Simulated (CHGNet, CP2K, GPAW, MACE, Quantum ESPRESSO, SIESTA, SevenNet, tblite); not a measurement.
**Codes compared on TiO2(110) slab (48 atoms)**

How near do other programs and methods come to a plane-wave reference for TiO2(110) slab (48 atoms)? A plane-wave run serves as the reference.

Method: Kohn-Sham DFT, PBE, SSSP efficiency 1.3.0 pseudopotentials, plane waves, in Quantum ESPRESSO 7.5.

### Step 1. The structure

The cell holds 48 atoms: 16 Ti and 32 O. Its edges and angles: a = 5.918 Å, b = 6.497 Å, c = 24.279 Å, α = 90.0°, β = 90.0°, γ = 90.0°. It derives from TiO2 (rutile). Rutile TiO2 (cell 4.594, 4.594, 2.959, 90, 90, 90), (110) slab of 4 repeat layers, 2 x 1 surface cells, 12 Å of vacuum; every coordinate displaced by a Gaussian of 0.02 Å. Then every atom was moved at random, 0.05 Å r.m.s. a Cartesian component. Vacuum lies along c.

### Step 2. The reference run

The input, pw.in:

```
&control
  calculation = 'scf'
  pseudo_dir = './pseudo'
  outdir = './tmp'
  disk_io = 'none'
  tprnfor = .true.
/
&system
  ibrav = 0
  nat = 48
  ntyp = 2
  ecutwfc = 60
  ecutrho = 480
  nosym = .true.
  occupations = 'smearing'
  smearing = 'fd'
  degauss = 0.003675
/
&electrons
  conv_thr = 2.4e-07
  electron_maxstep = 100
  mixing_beta = 0.4
  mixing_mode = 'local-TF'
  diagonalization = 'david'
/
ATOMIC_SPECIES
Ti 47.867 Ti.upf
O 15.999 O.upf
CELL_PARAMETERS angstrom
5.91800 0.00000 0.00000
0.00000 6.49690 0.00000
0.00000 0.00000 24.27914
ATOMIC_POSITIONS crystal
Ti 0.00177 0.00025 0.29844
Ti 0.24004 0.48481 0.30107
O 0.00015 0.49873 0.24570
O 0.00126 0.49386 0.35166
O 0.25880 0.78559 0.29799
O 0.24786 0.18464 0.29976
Ti 0.99971 0.49295 0.42897
Ti 0.26697 0.00042 0.43349
O 0.00514 0.00689 0.37689
O 0.00560 0.98923 0.48447
O 0.24380 0.29256 0.43266
O 0.25262 0.70329 0.43298
[... 32 atom lines left out ...]
O 0.50156 0.99890 0.64285
O 0.49984 0.00701 0.75359
O 0.74647 0.30574 0.70116
O 0.75437 0.69691 0.70335
K_POINTS gamma
```

On the command line:

```console
> OMP_NUM_THREADS=1 mpirun -np 4 pw.x -in pw.in > output.txt
```

What it wrote:

```text
Program PWSCF
     gamma-point specific algorithms are used
     one sub-group per band group will be used
     scalapack distributed-memory algorithm (size of sub-group:  2*  2 procs)
     Parallelization info
     sticks:   dense  smooth     PW     G-vecs:    dense   smooth      PW
     Min        1304     653    164               279560    98858   12360
     Max        1306     656    166               279586    98876   12366
     Sum        5221    2619    661              1118311   395469   49457
     bravais-lattice index     =            0
     lattice parameter (alat)  =      11.1834  a.u.
     unit-cell volume          =    6299.5720 (a.u.)^3
     number of atoms/cell      =           48
     number of atomic types    =            2
     number of electrons       =       384.00
[... lines left out ...]
     scf convergence threshold =      2.4E-07
[... lines left out ...]
     number of k points=     1  Fermi-Dirac smearing, width (Ry)=  0.0037
[... lines left out ...]
     total energy              =   -3245.61523700 Ry
[... lines left out ...]
     total energy              =   -3245.29870473 Ry
[... lines left out ...]
     total energy              =   -3246.19181161 Ry
[... lines left out ...]
     total energy              =   -3246.25124619 Ry
[... lines left out ...]
     total energy              =   -3246.25124628 Ry
     estimated scf accuracy    <       0.00000046 Ry
     iteration # 25     ecut=    60.00 Ry     beta= 0.40
     negative rho (up, down):  2.128E-02 0.000E+00
     End of self-consistent calculation
          k = 0.0000 0.0000 0.0000 ( 24729 PWs)   bands (ev):
   -56.3536 -56.1813 -56.1549 -56.0340 -55.8579 -55.8137 -55.7538 -55.6922
   -55.5759 -55.5337 -55.5022 -55.4717 -54.9882 -54.7526 -54.7270 -54.1095
   -32.8111 -32.7785 -32.7093 -32.5265 -32.5207 -32.4355 -32.4242 -32.4219
[...]
3.8677   3.9259   3.9360   3.9972   4.0769   4.1154   4.2009   4.2574
     4.3046   4.3141   4.4093   4.4658   4.4867   4.5213   4.5405   4.5592
     4.5752   4.6454   4.7345   4.7737   4.8028   4.8339
     the Fermi energy is     2.6317 ev
!    total energy              =   -3246.25124625 Ry
     estimated scf accuracy    <       0.00000018 Ry
     smearing contrib. (-TS)   =      -0.00291968 Ry
     internal energy E=F+TS    =   -3246.24832657 Ry
     The total energy is F=E-TS. E is the sum of the following terms:
     one-electron contribution =  -24140.62324055 Ry
     hartree contribution      =   12153.27162040 Ry
     xc contribution           =    -526.83790341 Ry
     ewald contribution        =    9572.41780508 Ry
     one-center paw contrib.   =    -304.47660809 Ry
     convergence has been achieved in  25 iterations
     negative rho (up, down):  2.128E-02 0.000E+00
     Forces acting on atoms (cartesian axes, Ry/au):
     atom    1 type  1   force =     0.04743801   -0.04436158    0.11272678
     atom    2 type  1   force =     0.09084153    0.02249881   -0.23367411
     atom    3 type  2   force =    -0.04510371   -0.00428636    0.10122846
[...]
atom   47 type  2   force =     0.00355291    0.09466087    0.00557359
     atom   48 type  2   force =    -0.01536785   -0.01895813    0.00118127
     Total force =     0.850674     Total SCF correction =     0.002441
     Message from routine punch:
     Nothing written, as per user request (disk_io='none')
```

It took 2.4 min on 4 MPI ranks of Arm Neoverse V1, shared host; peak memory 2.6 GiB.

Banners, paths, timers and routine set-up lines are dropped from the logs unmarked, and long logs keep their key lines alone; longer cuts are marked.

Numbers from this run:

- r.m.s. force component: 1.823 eV/Å
- longest force: 9.495 eV/Å

### Step 3. Structure statistics

Normalised to the volume that the atoms fill. Pair distribution functions g(r), in bins of 0.2 Å:

```tsv
r (Å)	total	O-O	O-Ti	Ti-Ti
1.70	0.24	0.00	0.55	0.00
1.90	3.08	0.00	6.95	0.00
2.10	1.25	0.00	2.81	0.00
2.30	0.00	0.00	0.00	0.00
2.50	0.36	0.82	0.00	0.00
2.70	1.66	3.73	0.00	0.00
2.90	2.02	4.01	0.00	2.04
3.10	0.25	0.28	0.00	1.11
3.30	0.57	0.78	0.38	0.45
3.50	1.84	0.14	2.85	4.58
3.70	0.61	0.09	0.64	2.56
3.90	0.61	0.87	0.50	0.00
4.10	0.95	0.26	1.86	0.00
4.30	0.23	0.25	0.23	0.18
4.50	1.81	1.31	2.47	1.16
4.70	1.05	0.60	1.59	0.63
4.90	1.11	2.51	0.00	0.00
5.10	0.73	1.64	0.00	0.00
5.30	0.60	0.30	0.66	1.56
5.50	1.33	1.05	0.93	4.08
5.70	0.83	0.54	1.24	0.32
5.90	1.00	0.90	1.17	0.78
6.10	0.25	0.00	0.56	0.00
6.30	0.38	0.34	0.49	0.13
6.50	0.81	1.60	0.02	0.85
6.70	0.81	0.50	1.33	0.00
6.90	1.20	0.52	2.14	0.14
7.10	1.23	1.82	0.62	1.28
```

Bonds by pair of elements; cutoffs follow the first minimum of g(r), held within bounds set by covalent radii, and pairs that aren't listed don't count as bonded:

```tsv
pair A-B	cutoff (Å)	bonds	mean length (Å)	spread (Å)	shortest (Å)	B about A	A about B
O-Ti	2.64	92	1.96	0.088	1.73	2.88	5.75
```

How many atoms have how many bonded neighbours:

```tsv
element	mean	2	3	5	6
O	2.88	4	28	0	0
Ti	5.75	0	0	4	12
```

Rings of the network by King's shortest-path rule, up to 12 atoms, one path for each pair of neighbours; H, halogens, alkali and alkaline-earth atoms are left out, and the last column divides by all other atoms, bonded or not:

```tsv
ring size (atoms)	rings	per network atom
4	16	0.333
6	56	1.17
8	41	0.854
10	4	0.083
```

### Step 4. The ladder

The programs:
- CHGNet: machine-learned potential, published weights.
- CP2K 2026.2: Gaussian basis with GTH pseudopotentials and a plane-wave density; labels give functional, basis (MOLOPT sets; SR short-range, UZH the newer set with its own potentials), grid cutoff/relative cutoff and solver (OT: orbital transformation; TRS4, TC2, SIGN: linear-scaling purification with its sparsity filter), or its built-in tight binding.
- GPAW 26.7.0: PAW with atomic orbitals (LCAO), plane waves or a real-space grid of spacing h.
- MACE: machine-learned potential, published weights.
- Quantum ESPRESSO 7.5: plane waves; labels (QE) give functional, pseudopotential set and cutoffs of waves/density.
- SIESTA 5.4.2: numerical atomic orbitals, whose automatically made sets are far from complete, with PseudoDojo norm-conserving potentials that we converted to its format (checked against plane waves on the same files for H, C, O, Si, Ge and Ca alone); labels give functional, basis size, energy shift and mesh cutoff.
- SevenNet: machine-learned potential, published weights.
- tblite 0.8.0: extended tight binding, driven from Python.

All use the same cell and atoms; the electronic-structure runs use the same k-mesh, and an electronic temperature of 580 K (0.05 eV) where levels are smeared.

Differences are against the plane-wave reference, forces as r.m.s. over components; share is that over the reference's r.m.s. force, slope the least-squares factor from reference forces to these. Total energies of different programs have different zeros and aren't compared.

```tsv
run	Δ force, r.m.s. (meV/Å)	share (%)	slope	cores	CPU time	memory (GiB)
reference	-	-	-	4	9.6 min	2.6
CHGNet 0.3.0 potential	458	25.1	0.853	1	3.8 s	1.1
CP2K PBE+D3(BJ), DZVP-MOLOPT-SR, 800/50 Ry, diagonalisation	44.6	2.45	1.009	4	11 min	5.7
CP2K PBE, DZVP-MOLOPT-SR, 280/50 Ry, diagonalisation (coarse)	100	5.49	1.014	2	7.2 min	1.2
CP2K PBE, DZVP-MOLOPT-SR, 400/50 Ry, diagonalisation (coarse)	89.7	4.92	1.015	2	7.7 min	1.6
CP2K PBE, DZVP-MOLOPT-SR, 800/30 Ry, diagonalisation (coarse)	32.1	1.76	1.014	4	8.6 min	5.6
CP2K PBE, DZVP-MOLOPT-SR, 800/50 Ry, diagonalisation	32.3	1.77	1.014	4	11 min	5.6
CP2K PBE, SZV-MOLOPT-SR, 800/50 Ry, diagonalisation (coarse)	405	22.2	1.064	2	5.6 min	4.5
CP2K PBE, TZVP-MOLOPT (SR for Ti), 800/50 Ry, diagonalisation	29.3	1.61	1.006	4	16 min	5.8
GPAW LDA, LCAO dzp, h 0.18 Å	105	5.75	1.021	1	7 min	1.2
GPAW PBE, LCAO dzp, h 0.22 Å (coarse)	203	11.2	1.027	1	4.7 min	0.75
GPAW PBE, LCAO sz(dzp), h 0.18 Å (coarse)	355	19.5	1.092	1	2.8 min	1.0
MACE MP-0b2 small potential	493	27.1	0.847	1	6.5 s	0.65
QE PBE, sg15-1.2, 60/240 Ry (coarse)	32.4	1.78	1.008	2	7 min	0.88
SIESTA PBE, DZP, shift 0.01 Ry, mesh 500 Ry	84.2	4.62	1.024	2	7 min	1.4
SIESTA optB88-vdW, PBE potentials, DZP, shift 0.01 Ry, mesh 500 Ry	104	5.69	1.034	2	36 min	2.2
SevenNet 0 potential	426	23.4	0.871	1	8.2 s	0.77
tblite GFN1-xTB	899	49.3	0.571	1	3.1 s	0.1
```

Rows marked coarse were listed beforehand as settings not expected to be converged; some can still land near the reference.

Times of the machine-learned potentials are mostly Python's start and the loading of weights.

CPU time is summed over cores on a shared host, where runs went side by side, so it is rough. Symmetry, cutoffs, thresholds, outputs and thread counts weren't matched or tuned between programs; memory under MPI is the largest rank's times the ranks.

Runs without a result: GPAW PBE, LCAO dzp, h 0.18 Å (cut off at its time limit of 7.3 min); GPAW PBE, LCAO szp(dzp), h 0.18 Å (cut off at its time limit of 4.8 min).

Mean charges by element (e), by run and scheme:

```tsv
run	scheme	Ti	O
CP2K PBE+D3(BJ), DZVP-MOLOPT-SR, 800/50 Ry, diagonalisation	Mulliken	+1.11	-0.55
CP2K PBE+D3(BJ), DZVP-MOLOPT-SR, 800/50 Ry, diagonalisation	Hirshfeld	+0.59	-0.30
CP2K PBE, DZVP-MOLOPT-SR, 800/50 Ry, diagonalisation	Mulliken	+1.11	-0.55
CP2K PBE, DZVP-MOLOPT-SR, 800/50 Ry, diagonalisation	Hirshfeld	+0.59	-0.30
CP2K PBE, TZVP-MOLOPT (SR for Ti), 800/50 Ry, diagonalisation	Mulliken	+0.47	-0.23
CP2K PBE, TZVP-MOLOPT (SR for Ti), 800/50 Ry, diagonalisation	Hirshfeld	+0.60	-0.30
SIESTA PBE, DZP, shift 0.01 Ry, mesh 500 Ry	Hirshfeld	+0.51	-0.25
SIESTA optB88-vdW, PBE potentials, DZP, shift 0.01 Ry, mesh 500 Ry	Hirshfeld	+0.51	-0.26
tblite GFN1-xTB	Mulliken	+0.97	-0.49
```

Within one program, basis, potentials and functional, energies share a zero. Each run against its twin at the usual cutoff or grid and solver:

```tsv
run	twin	Δ energy (meV/atom)	Δ force, r.m.s. (meV/Å)	CPU time over the twin's
CP2K PBE, DZVP-MOLOPT-SR, 280/50 Ry, diagonalisation	DZVP-MOLOPT-SR, 800/50 Ry, diagonalisation	-2.54	94.7	0.67 (this twin ran on 4 cores)
CP2K PBE, DZVP-MOLOPT-SR, 400/50 Ry, diagonalisation	DZVP-MOLOPT-SR, 800/50 Ry, diagonalisation	-0.46	82.5	0.71 (this twin ran on 4 cores)
CP2K PBE, DZVP-MOLOPT-SR, 800/30 Ry, diagonalisation	DZVP-MOLOPT-SR, 800/50 Ry, diagonalisation	-1.36	8.96	0.79
```

### Step 5. Results

```yaml
reference_r_m_s_force_component: 1.82 eV/Å
nearest_in_forces: CP2K PBE, TZVP-MOLOPT (SR for Ti), 800/50 Ry, diagonalisation, 1.6 %
farthest_in_forces: tblite GFN1-xTB, 49 %
cheapest_electronic_structure_run_beside_the_reference: tblite GFN1-xTB, 3.1 s of CPU time
```

In words: The PBE runs in local orbitals, coarse settings apart, differ by 1.6 % (CP2K PBE, TZVP-MOLOPT (SR for Ti), 800/50 Ry, diagonalisation) to 4.6 % (SIESTA PBE, DZP, shift 0.01 Ry, mesh 500 Ry); basis, grid and potentials can all enter. Tight binding differs by 49 % (tblite GFN1-xTB); it is another model, with fitted parameters of its own, and the xTB methods hold dispersion. Machine-learned potentials differ by 23 % (SevenNet 0 potential) to 27 % (MACE MP-0b2 small potential); they were trained on other programs' data. Among those trained on PBE data the slope goes as low as 0.85, which softening far from their training structures can give, though the reference's k-sampling is untested too. Rows with another functional or a dispersion term differ by 2.4 % (CP2K PBE+D3(BJ), DZVP-MOLOPT-SR, 800/50 Ry, diagonalisation) to 5.7 % (GPAW LDA, LCAO dzp, h 0.18 Å), which mixes the change of model with differences of basis and potentials, some of them made for another functional. tblite GFN1-xTB needed 85 SCF steps, so its time overstates the method's usual cost. Runs with settings chosen to be coarse differ by 1.8 % (CP2K PBE, DZVP-MOLOPT-SR, 800/30 Ry, diagonalisation) to 22 % (CP2K PBE, SZV-MOLOPT-SR, 800/50 Ry, diagonalisation), their programs' other errors included. Of the electronic-structure runs that take under half the reference's CPU time, GPAW PBE, LCAO dzp, h 0.22 Å comes nearest, at 11 % in 4.7 min against 9.6 min. Charges hang on model, scheme and program or settings: among these rows the mean for Ti runs from +0.47 to +1.11 e. In the reference: By these cutoffs 88 % of O atoms have 3 and 75 % of Ti atoms have 6 bonded neighbours. Periodic xTB results under one method name differ between programs and library versions. Machine-learned potentials mimic data converged in k, so the reference's own k-point error enters their differences. The cell is under 6 Å thick along one periodic direction, so every atom has periodic images of itself close by, which move with it and show among its neighbours and in g(r). The runs have no spin polarisation, so any moments at edges, vacancies or dangling bonds can't form. The electronic-structure runs sample only Γ, in a cell whose shortest periodic width is 6 Å.

[Also dropped from logs without a mark: logging warnings of Python, and SIESTA's first energy breakdown and zero terms.]

[Logs are printed without paths, hosts, clocks, repeated set-up lines and the standing remarks that a program may print on its own settings, such as how far it seeks lower states.]

[Hosts, paths, dates, database ids (printed as entryN), source tags and the programs' standing remarks are cut or masked in the printed files.]
